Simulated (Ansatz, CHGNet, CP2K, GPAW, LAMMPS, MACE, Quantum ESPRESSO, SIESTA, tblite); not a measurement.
**Amorphous Ge (61 atoms): other programs against plane waves**

One geometry of amorphous Ge (61 atoms) is solved by several programs and methods. How far do their forces lie from a plane-wave PBE run?

Results are calculated, not measured.

### Step 1. The cell

The cell holds 61 atoms (61 Ge), with edges of 11.19, 11.19 and 11.19 Å. Recipe: 61 atoms (61 Ge) placed at random at 5.25 g/cm³, melted at 3500 K for 10 ps at fixed volume with the Tersoff potential (Tersoff, Phys. Rev. B 39, 5566 (1989)). Quenched from 3500 K to 500 K at 3 K/ps and fixed volume, held 5 ps. The density is 5.25 g/cm³.

### Step 2. The reference input

Quantum ESPRESSO 7.5: Kohn-Sham DFT, PBE, SSSP efficiency 1.3.0 pseudopotentials, plane waves. Its input, pw.in:

```
&control
  calculation = 'scf'
  pseudo_dir = './pseudo'
  outdir = './tmp'
  disk_io = 'none'
  tprnfor = .true.
  tstress = .true.
/
&system
  ibrav = 0
  nat = 61
  ntyp = 1
  ecutwfc = 45
  ecutrho = 360
  nosym = .true.
  occupations = 'smearing'
  smearing = 'fd'
  degauss = 0.003675
/
&electrons
  conv_thr = 3.0e-07
  electron_maxstep = 100
  mixing_beta = 0.2
  mixing_mode = 'local-TF'
  diagonalization = 'david'
/
ATOMIC_SPECIES
Ge 72.630 Ge.upf
CELL_PARAMETERS angstrom
11.18750 0.00000 0.00000
0.00000 11.18750 0.00000
0.00000 0.00000 11.18750
ATOMIC_POSITIONS crystal
Ge 0.52507 0.56824 0.21916
Ge 0.05605 0.56356 0.13471
Ge 0.72147 0.08165 0.46066
Ge 0.22971 0.45591 0.00843
[... 55 atom lines left out ...]
Ge 0.21542 0.80128 0.88428
Ge 0.57150 0.40861 0.89648
K_POINTS gamma
```

```console
$ OMP_NUM_THREADS=1 mpirun -np 4 pw.x -in pw.in > output.txt
```

Wall time 2.9 min (4 MPI ranks of Arm Neoverse V2, shared host); peak memory 4.1 GiB; 11 min of CPU time.

It converged with an r.m.s. force component of 0.64 eV/Å and a pressure of 3.8 GPa.

### Step 3. The other programs

- CHGNet: machine-learned potential, published weights.
- CP2K 2026.2: Gaussian basis with GTH pseudopotentials and a plane-wave density; labels give functional, basis (MOLOPT sets; SR short-range, UZH the newer set with its own potentials), grid cutoff/relative cutoff and solver (OT: orbital transformation; TRS4, TC2, SIGN: linear-scaling purification with its sparsity filter), or its built-in tight binding.
- GPAW 26.7.0: PAW with atomic orbitals (LCAO), plane waves or a real-space grid of spacing h.
- MACE: machine-learned potential, published weights.
- Quantum ESPRESSO 7.5: plane waves; labels (QE) give functional, pseudopotential set and cutoffs of waves/density.
- SIESTA 5.4.2: numerical atomic orbitals, whose automatically made sets are far from complete, with PseudoDojo norm-conserving potentials that we converted to its format (checked against plane waves on the same files for H, C, O, Si, Ge and Ca alone); labels give functional, basis size, energy shift and mesh cutoff.
- tblite 0.8.0: extended tight binding, driven from Python.

All use the same cell and atoms, and the electronic-structure runs the same k-mesh.

### Step 4. All runs compared

Differences are against the reference: forces as r.m.s. over components, share as that over the reference's r.m.s. force, slope as the fitted ratio of a run's forces to the reference's.

| run | Δ force, r.m.s. (meV/Å) | share (%) | slope | Δ pressure (GPa) | cores | CPU time | memory (GiB) |
| --- | --- | --- | --- | --- | --- | --- | --- |
| reference | - | - | - | - | 4 | 11 min | 4.1 |
| CHGNet 0.3.0 potential | 340 | 53.4 | 0.551 | -0.302 | 1 | 2.8 s | 0.62 |
| CHGNet r2SCAN potential | 504 | 79.3 | 0.228 | -3.62 | 1 | 2.7 s | 0.61 |
| CP2K PBE+D4, DZVP-UZH, 350/50 Ry, diagonalisation | 51.0 | 8.02 | 0.986 | -1.12 | 2 | 1.9 min | 1.6 |
| CP2K PBE, DZVP-UZH, 175/50 Ry, diagonalisation (coarse) | 29.3 | 4.61 | 0.999 | 0.844 | 2 | 83 s | 0.84 |
| CP2K PBE, DZVP-UZH, 350/20 Ry, diagonalisation (coarse) | 30.7 | 4.83 | 0.998 | 0.897 | 2 | 75 s | 1.6 |
| CP2K PBE, DZVP-UZH, 350/50 Ry, diagonalisation | 29.3 | 4.61 | 0.999 | 0.844 | 2 | 1.9 min | 1.6 |
| CP2K PBE, DZVP-UZH, 489/50 Ry, diagonalisation | 29.3 | 4.61 | 0.999 | 0.844 | 4 | 2.8 min | 3.9 |
| CP2K PBE, TZV2P-MOLOPT (SR for Ge), 350/50 Ry, diagonalisation | 18.5 | 2.91 | 0.995 | 0.742 | 4 | 2 min | 3.2 |
| CP2K PBE, TZVP-UZH, 350/50 Ry, diagonalisation | 25.1 | 3.95 | 1.003 | 0.667 | 4 | 2.3 min | 3.1 |
| CP2K PBEsol, PBE potentials, DZVP-UZH, 350/50 Ry, diagonalisation | 37.9 | 5.96 | 1.008 | 0.114 | 2 | 1.9 min | 1.6 |
| CP2K r2SCAN, SCAN potentials, DZVP-UZH(SCAN), 600/50 Ry, diagonalisation | 196 | 30.9 | 0.882 | -5.47 | 2 | 6 min | 4.1 |
| GPAW PBE, LCAO dzp, h 0.15 Å | 71.4 | 11.2 | 1.088 | - | 1 | 5.7 min | 3.1 |
| GPAW PBE, LCAO dzp, h 0.2 Å | 71.6 | 11.3 | 1.088 | - | 1 | 2.6 min | 1.4 |
| GPAW PBE, LCAO dzp, h 0.2 Å, other mixer settings | 71.3 | 11.2 | 1.088 | - | 1 | 3.3 min | 1.3 |
| GPAW PBE, LCAO sz(dzp), h 0.2 Å (coarse) | 246 | 38.6 | 1.308 | - | 1 | 47 s | 1.0 |
| MACE MPA-0 medium potential | 208 | 32.7 | 0.865 | -0.442 | 1 | 6.6 s | 0.76 |
| QE PBE+D3(BJ), sssp-1.3.0-efficiency, 45/360 Ry | 23.2 | 3.65 | 0.992 | -1.92 | 4 | 11 min | 4.1 |
| SIESTA PBE, TZP, shift 0.01 Ry, mesh 300 Ry | 101 | 15.9 | 1.077 | 1.80 | 2 | 7.1 min | 1.7 |
| tblite GFN1-xTB | 173 | 27.1 | 0.817 | 1.73 | 1 | 5.1 s | 0.13 |

Rows marked coarse were listed beforehand as settings not expected to be converged; some can still land near the reference.

Times of the machine-learned potentials are mostly Python's start and the loading of weights.

Runs without a result: CP2K GFN1-xTB, diagonalisation (not converged).

CPU time is summed over cores on shared hosts, so it is rough.

### Step 5. Findings

Forces lie from 2.9 % (CP2K PBE, TZV2P-MOLOPT (SR for Ge), 350/50 Ry, diagonalisation) to 79 % (CHGNet r2SCAN potential) of the reference's r.m.s. force of 0.64 eV/Å away from it. The PBE runs in local orbitals, coarse settings apart, differ by 2.9 % (CP2K PBE, TZV2P-MOLOPT (SR for Ge), 350/50 Ry, diagonalisation) to 16 % (SIESTA PBE, TZP, shift 0.01 Ry, mesh 300 Ry); basis, grid and potentials can all enter. Tight binding differs by 27 % (tblite GFN1-xTB); it is another model, with fitted parameters of its own, and the xTB methods hold dispersion. Machine-learned potentials differ by 33 % (MACE MPA-0 medium potential) to 79 % (CHGNet r2SCAN potential); they were trained on other programs' data, some at another functional. Among those trained on PBE data the slope goes as low as 0.55, with a correlation of 0.89, so directions differ as well as sizes.

In the reference's own program, potentials and cutoffs, a change of model alone moves forces by 3.6 % (QE PBE+D3(BJ), sssp-1.3.0-efficiency, 45/360 Ry). Other rows with another functional or a dispersion term differ by 6.0 % (CP2K PBEsol, PBE potentials, DZVP-UZH, 350/50 Ry, diagonalisation) to 31 % (CP2K r2SCAN, SCAN potentials, DZVP-UZH(SCAN), 600/50 Ry, diagonalisation), which mixes the change of model with differences of basis and potentials, some of them made for another functional. Runs with settings chosen to be coarse differ by 4.6 % (CP2K PBE, DZVP-UZH, 175/50 Ry, diagonalisation) to 39 % (GPAW PBE, LCAO sz(dzp), h 0.2 Å), their programs' other errors included. GPAW PBE, LCAO sz(dzp), h 0.2 Å stiffens the forces by a factor of 1.31 while following their directions (correlation 0.985); the slopes of the 4 GPAW runs lie between 1.09 and 1.31. From CP2K PBE, DZVP-UZH, 175/50 Ry, diagonalisation to the finer CP2K PBE, DZVP-UZH, 489/50 Ry, diagonalisation the share goes from 4.61 to 4.61 %, so the grid isn't what parts these runs from the reference. From GPAW PBE, LCAO dzp, h 0.2 Å to the finer GPAW PBE, LCAO dzp, h 0.15 Å the share goes from 11.3 to 11.2 %, so the grid isn't what parts these runs from the reference. Pressures at PBE, coarse settings apart, lie +0.67 to +1.80 GPa from the reference's.

Caveats: Periodic xTB results under one method name differ between programs and library versions. The potentials hold different valence shells: 854 electrons in the reference, 244 in CP2K with TZVP-UZH and 244 in GPAW; this bears on time and differences. GPAW's setups keep the filled d shell of Ge in the core. The reference's pressure holds the uncorrected Pulay stress of its 45 Ry basis, so small pressure differences may be the reference's own error. Machine-learned potentials mimic data converged in k, so the reference's own k-point error enters their differences. The quench rate of 3 K/ps is many orders above laboratory rates, so the cell is likely richer in defects and strain than a real sample. The network of bonds at the start is that of the classical potential that made the cell, and needn't be the one that DFT or experiment would give. The electronic-structure runs sample only Γ, in a cell whose shortest periodic width is 11 Å, which is coarse for a cell with partly filled levels. Spin–orbit coupling is left out. Where levels are smeared, the DFT runs use Fermi–Dirac occupations at 580 K (0.05 eV), and energies are free energies. The reference's cutoffs and mesh weren't converged further here.

[Logs are printed without paths, hosts, clocks, repeated set-up lines and the standing remarks that a program may print on its own settings, such as how far it seeks lower states.]

[Hosts, paths, dates, database ids (printed as entryN), source tags and the programs' standing remarks are cut or masked in the printed files.]

[Cells were taken only where this reference lay near another plane-wave run.]
